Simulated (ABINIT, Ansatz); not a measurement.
# BaSi3 (Pm-3m): zone-centre phonons, part 2 of 3

Aim: the zone-centre modes of BaSi3 (Pm-3m).

ABINIT 10.8.3; DFT LDA, scalar-relativistic, plane waves, PseudoDojo norm-conserving pseudopotentials.

So far. Step 2 (Relaxing the cell and atoms): The volume changes by +1.1 % from the cell with which this run began. The relaxed cell has a = 4.405 Å (conventional setting).

The structure was built from a prototype and need not be the compound's stable phase.

## Step 4: Linear response at Γ

At q = 0 one unit cell holds all displacements. The response is solved for single atoms along the cell's directions, and symmetry skips those that follow from others. The crystal is treated as a metal, which screens a static field, so no field response is asked.

The input, dfpt_gamma.abi:

```

# common to the responses
getwfk_filepath "gso_WFK"
kptopt 2
nqpt 1
qpt 0.0 0.0 0.0
asr 0
chneut 0

# displacements
rfphon 1
rfatpol 1 4
rfdir 1 1 1
tolvrs 1.0d-10
prtwf 0

# basis, mesh and filling
ecut 21.5
ngkpt 6 6 6
nshiftk 1
shiftk 0.0 0.0 0.0
istwfk *1
occopt 7
tsmear 0.01
nband 18
nstep 100
diemac 1000000.0
prtebands 0
prtgsr 0
useylm 1

# cell and atoms
acell 3*1.0 Angstrom
rprim 
    4.405203636 0.0 0.0
    0.0 4.405203636 0.0
    0.0 0.0 4.405203636
ntypat 2
znucl 56 14
natom 4
typat 1 2 2 2
xred 
    0.0 0.0 0.0
    0.0 0.5 0.5
    0.5 0.0 0.5
    0.5 0.5 0.0
pp_dirpath "./pseudo"
pseudos "Ba.upf, Si.upf"
```

Command:

```sh
OMP_NUM_THREADS=1 mpirun -n 4 abinit dfpt_gamma.abi > dfpt_gamma.log
```

Numbers of over 12 decimals in the logs are rounded to 6 here.

dfpt_gamma.abo, the main output file:

```text
[banners, grids, parts of the stress and lines that vanish by symmetry left out]
- input  file    -> dfpt_gamma.abi
- output file    -> dfpt_gamma.abo
- root for input  files -> dfpt_gammai
- root for output files -> dfpt_gammao

 Symmetries : space group Pm -3 m (#221); Bravais cP (primitive cubic)
================================================================================
 Values of the parameters that define the memory need of the present run (RF).
     intxc =       0      iscf =       7    lmnmax =      18     lnmax =       6
     mgfft =      36  mpssoang =       3    mqgrid =    3001     natom =       4
  nloc_mem =       1    nspden =       1   nspinor =       1    nsppol =       1
      nsym =      48    n1xccc =    2501    ntypat =       2    occopt =       7
   xclevel =       1
-    mband =          18        mffmem =           1         mkmem =          28
-   mkqmem =          28        mk1mem =          28           mpw =        2800
      nfft =       46656          nkpt =         112
- my_mband =          18
================================================================================
================================================================================

--------------------------------------------------------------------------------
------------- Echo of variables that govern the present computation ------------
--------------------------------------------------------------------------------
-
- outvars: echo of selected default values
-   iomode0 =  0 , fftalg0 =312 , wfoptalg0 =  0
-
- outvars: echo of global parameters not present in the input file
-  max_nthreads =    1
-
 -outvars: echo values of preprocessed input variables
 [... echo left out ...]
================================================================================

 chkinp: Checking input parameters for consistency.

[...]
== DATASET  1 ==================================================================
-   mpi_nproc: 4, omp_nthreads: 1 (-1 if OMP is not activated)

--- !DatasetInfo
iteration_state: {dtset: 1, }
dimensions: {natom: 4, nkpt: 112, mband: 18, nsppol: 1, nspinor: 1, nspden: 1, mpw: 2800, }
cutoff_energies: {ecut:  21.5, pawecutdg:  -1.0, }
electrons: {nelect:   2.20000000E+01, charge:   0.00000000E+00, occopt:   7.00000000E+00, tsmear:   1.00000000E-02, }
meta: {optdriver: 1, rfphon: 1, }
...

 mkfilename: getwfk from: gso_WFK

 Real(R)+Recip(G) space primitive vectors, cartesian coordinates (Bohr,Bohr^-1):
 R(1)=  8.3246284  0.0000000  0.0000000  G(1)=  0.1201255  0.0000000  0.0000000
 R(2)=  0.0000000  8.3246284  0.0000000  G(2)=  0.0000000  0.1201255  0.0000000
 R(3)=  0.0000000  0.0000000  8.3246284  G(3)=  0.0000000  0.0000000  0.1201255
 Unit cell volume ucvol=  5.7689207E+02 bohr^3
 Angles (23,13,12)=  9.00000000E+01  9.00000000E+01  9.00000000E+01 degrees
 setup1 : take into account q-point for computing boxcut.

 getcut: wavevector=  0.0000  0.0000  0.0000  ngfft=  36  36  36
         ecut(hartree)=     21.500   => boxcut(ratio)=   2.07183

--- Pseudopotential description ------------------------------------------------
- pspini: atom type   1  psp file is ./pseudo/Ba.upf

- pspini: atom type   2  psp file is ./pseudo/Si.upf

   1.01116049E+03                                ecore*ucvol(ha*bohr**3)
--------------------------------------------------------------------------------

 ==>  initialize data related to q vector <==

 The list of irreducible perturbations for this q vector is:
    1)    idir= 1    ipert=   1
    2)    idir= 1    ipert=   2
    3)    idir= 2    ipert=   2

[...]
The perturbation idir=   2  ipert=   1 is
 symmetric of a previously calculated perturbation.
 So, its SCF calculation is not needed.

 The perturbation idir=   3  ipert=   1 is
 symmetric of a previously calculated perturbation.
 So, its SCF calculation is not needed.

 The perturbation idir=   3  ipert=   2 is
 symmetric of a previously calculated perturbation.
 So, its SCF calculation is not needed.

 The perturbation idir=   1  ipert=   3 is
 symmetric of a previously calculated perturbation.
 So, its SCF calculation is not needed.

[...]
The perturbation idir=   2  ipert=   4 is
 symmetric of a previously calculated perturbation.
 So, its SCF calculation is not needed.

 The perturbation idir=   3  ipert=   4 is
 symmetric of a previously calculated perturbation.
 So, its SCF calculation is not needed.

--------------------------------------------------------------------------------
 Perturbation wavevector (in red.coord.)   0.000000  0.000000  0.000000
 Perturbation : displacement of atom   1   along direction   1
 Found     8 symmetries that leave the perturbation invariant.

[...]
dfpt_looppert : total number of electrons, from k and k+q
  fully or partially occupied states are    2.200000E+01 and    2.200000E+01.
 Initialisation of the first-order wave-functions :
  ireadwf=   0

--- !BeginCycle
iteration_state: {dtset: 1, }
solver: {iscf: 7, nstep: 100, nline: 4, wfoptalg: 0, }
tolerances: {tolvrs: 1.00E-10, }
...

     iter   2DEtotal(Ha)        deltaE(Ha) residm    vres2
-ETOT  1   8.561850     -9.020E+02 1.717E+00 3.721E+03
 ETOT  2   6.618492     -1.943E+00 1.236E-01 2.583E+01
 ETOT  3   6.601653     -1.684E-02 1.612E-02 1.655E+00
 ETOT  4   6.601023     -6.307E-04 1.801E-03 1.171E-02
 ETOT  5   6.601013     -9.461E-06 7.994E-04 3.215E-05
[...]
At SCF step    9       vres2   =  9.44E-12 < tolvrs=  1.00E-10 =>converged.
[...]
Mean square residual over all n,k,spin=   26.301E-09; max=  64.215E-07

 Thirteen components of 2nd-order total energy (hartree) are
 1,2,3: 0th-order hamiltonian combined with 1st-order wavefunctions
     kin0=   7.07176587E+02 eigvalue=   5.59249410E+01  local=  -4.95477319E+02
 4,5,6: 1st-order hamiltonian combined with 1st and 0th-order wfs
 loc psp =  -7.84945599E+02  Hartree=   2.55288598E+02     xc=  -6.38368397E+01
 note that "loc psp" includes a xc core correction that could be resolved
 7,8,9: eventually, occupation + non-local contributions
    edocc=   6.23620512E+01     enl0=   3.82552558E+02   enl1=  -1.02303555E+03
 1-9 gives the relaxation energy (to be shifted if some occ is /=2.0)
   erelax=  -9.03990576E+02
 10,11,12 Non-relaxation  contributions : frozen-wavefunctions and Ewald
 fr.local=   3.45295764E+02 fr.nonlo=   5.14491483E+02  Ewald=   6.03816531E+01
 13,14 Frozen wf xc core corrections (1) and (2)
 frxc 1  =  -9.19284286E+01  frxc 2 =   8.23511173E+01
 Resulting in :
 2DEtotal=    0.6601013102E+01 Ha. Also 2DEtotal=    0.179622717144E+03 eV
    (2DErelax=   -9.0399057578E+02 Ha. 2DEnonrelax=    9.1059158888E+02 Ha)
    (  non-var. 2DEtotal :    6.6010127713E+00 Ha)

[...]
Perturbation wavevector (in red.coord.)   0.000000  0.000000  0.000000
 Perturbation : displacement of atom   2   along direction   1
 Found     8 symmetries that leave the perturbation invariant.

[...]
dfpt_looppert : total number of electrons, from k and k+q
  fully or partially occupied states are    2.200000E+01 and    2.200000E+01.
 Initialisation of the first-order wave-functions :
  ireadwf=   0

--- !BeginCycle
iteration_state: {dtset: 1, }
solver: {iscf: 7, nstep: 100, nline: 4, wfoptalg: 0, }
tolerances: {tolvrs: 1.00E-10, }
...

     iter   2DEtotal(Ha)        deltaE(Ha) residm    vres2
-ETOT  1  -2.957057     -1.050E+02 1.591E+00 3.295E+02
[...]
At SCF step    9       vres2   =  6.92E-12 < tolvrs=  1.00E-10 =>converged.
[...]
Mean square residual over all n,k,spin=   42.642E-09; max=  13.455E-06

 Thirteen components of 2nd-order total energy (hartree) are
 1,2,3: 0th-order hamiltonian combined with 1st-order wavefunctions
     kin0=   8.98296944E+01 eigvalue=  -5.74446877E+00  local=  -4.96968635E+01
 4,5,6: 1st-order hamiltonian combined with 1st and 0th-order wfs
 loc psp =  -6.04840113E+01  Hartree=   2.62280930E+01     xc=  -8.89643673E+00
 note that "loc psp" includes a xc core correction that could be resolved
 7,8,9: eventually, occupation + non-local contributions
    edocc=   8.56875657E+00     enl0=   4.49098874E+01   enl1=  -1.49913313E+02
 1-9 gives the relaxation energy (to be shifted if some occ is /=2.0)
   erelax=  -1.05198662E+02
 10,11,12 Non-relaxation  contributions : frozen-wavefunctions and Ewald
 fr.local=   2.32874920E+01 fr.nonlo=   6.91892586E+01  Ewald=   1.12398221E+01
 13,14 Frozen wf xc core corrections (1) and (2)
 frxc 1  =  -9.63510521E+00  frxc 2 =   7.98417527E+00
 Resulting in :
 2DEtotal=   -0.3133019004E+01 Ha. Also 2DEtotal=   -0.852537902425E+02 eV
    (2DErelax=   -1.0519866183E+02 Ha. 2DEnonrelax=    1.0206564282E+02 Ha)
    (  non-var. 2DEtotal :   -3.1330192928E+00 Ha)

[...]
Perturbation wavevector (in red.coord.)   0.000000  0.000000  0.000000
 Perturbation : displacement of atom   2   along direction   2
 Found     4 symmetries that leave the perturbation invariant.

--------------------------------------------------------------------------------

--------------------------------------------------------------------------------

 dfpt_looppert : total number of electrons, from k and k+q
  fully or partially occupied states are    2.200000E+01 and    2.200000E+01.
 Initialisation of the first-order wave-functions :
  ireadwf=   0

--- !BeginCycle
iteration_state: {dtset: 1, }
solver: {iscf: 7, nstep: 100, nline: 4, wfoptalg: 0, }
tolerances: {tolvrs: 1.00E-10, }
...

     iter   2DEtotal(Ha)        deltaE(Ha) residm    vres2
-ETOT  1   2.693292     -1.120E+02 1.116E+00 4.870E+02
[...]
ETOT  8   2.433905     -7.137E-11 3.897E-04 8.632E-10
 ETOT  9   2.433905     -1.421E-12 8.485E-05 4.449E-12

 At SCF step    9       vres2   =  4.45E-12 < tolvrs=  1.00E-10 =>converged.
[...]
Mean square residual over all n,k,spin=   13.393E-08; max=  84.853E-06

 Thirteen components of 2nd-order total energy (hartree) are
 1,2,3: 0th-order hamiltonian combined with 1st-order wavefunctions
     kin0=   9.62675942E+01 eigvalue=  -6.53357070E+00  local=  -5.74441768E+01
 4,5,6: 1st-order hamiltonian combined with 1st and 0th-order wfs
 loc psp =  -5.78545556E+01  Hartree=   2.65830690E+01     xc=  -8.81059498E+00
 note that "loc psp" includes a xc core correction that could be resolved
 7,8,9: eventually, occupation + non-local contributions
    edocc=   7.75581832E+00     enl0=   5.44222787E+01   enl1=  -1.66626280E+02
 1-9 gives the relaxation energy (to be shifted if some occ is /=2.0)
   erelax=  -1.12240417E+02
 10,11,12 Non-relaxation  contributions : frozen-wavefunctions and Ewald
 fr.local=  -1.73449492E+01 fr.nonlo=   8.55937200E+01  Ewald=   4.87235768E+01
 13,14 Frozen wf xc core corrections (1) and (2)
 frxc 1  =  -9.48096619E+00  frxc 2 =   7.18294096E+00
 Resulting in :
 2DEtotal=    0.2433904866E+01 Ha. Also 2DEtotal=    0.662299253900E+02 eV
    (2DErelax=   -1.1224041742E+02 Ha. 2DEnonrelax=    1.1467432229E+02 Ha)
    (  non-var. 2DEtotal :    2.4339047084E+00 Ha)

[...]
---- first-order wavefunction calculations are completed ----

 ==> Compute Derivative Database <==

 [... matrices left out ...]
  Phonon wavevector (reduced coordinates) :  0.00000  0.00000  0.00000
 Phonon energies in Hartree :
  -1.042642E-03 -1.042642E-03 -1.042642E-03 -3.157328E-05 -3.157328E-05
  -3.157328E-05  8.444706E-04  8.444706E-04  8.444706E-04  1.115545E-03
   1.115545E-03  1.115545E-03
 Phonon frequencies in cm-1    :
- -2.288335E+02 -2.288335E+02 -2.288335E+02 -6.929533E+00 -6.929533E+00
- -6.929533E+00  1.853399E+02  1.853399E+02  1.853399E+02  2.448337E+02
-  2.448337E+02  2.448337E+02

== END DATASET(S) ==============================================================
================================================================================

 -outvars: echo values of variables after computation
            acell      1.8897261259E+00  1.8897261259E+00  1.8897261259E+00 Bohr
           etotal      2.4339048658E+00
            fcart      0.0000000000E+00  0.0000000000E+00  0.0000000000E+00
           strten      0.0000000000E+00  0.0000000000E+00  0.0000000000E+00
================================================================================
```

Elapsed: 57 s, on 4 MPI ranks of Arm Neoverse V1, shared host.

Read from the output:

| Quantity | Value |
| --- | --- |
| largest acoustic frequency at the zone centre before the sum rule | -6.93 cm⁻¹ |
| highest optical zone-centre mode (no LO-TO term) | 244.8 cm⁻¹ |
| lowest optical zone-centre mode | -228.8 cm⁻¹ |

The acoustic modes at Γ come out as far as 6.9 cm⁻¹ from zero, where they should vanish, a small numerical error. The lowest optical mode is imaginary, 229i cm⁻¹, an instability at this level and on this k mesh.

[end of part 2 of 3]

[Host names and launcher messages were left out of these logs when they were recorded.]

[Logs are printed without paths, hosts, clocks, repeated set-up lines and the standing remarks that a program may print on its own settings, such as how far it seeks lower states.]

[Hosts, paths, dates, database ids (printed as entryN), source tags and the programs' standing remarks are cut or masked in the printed files.]
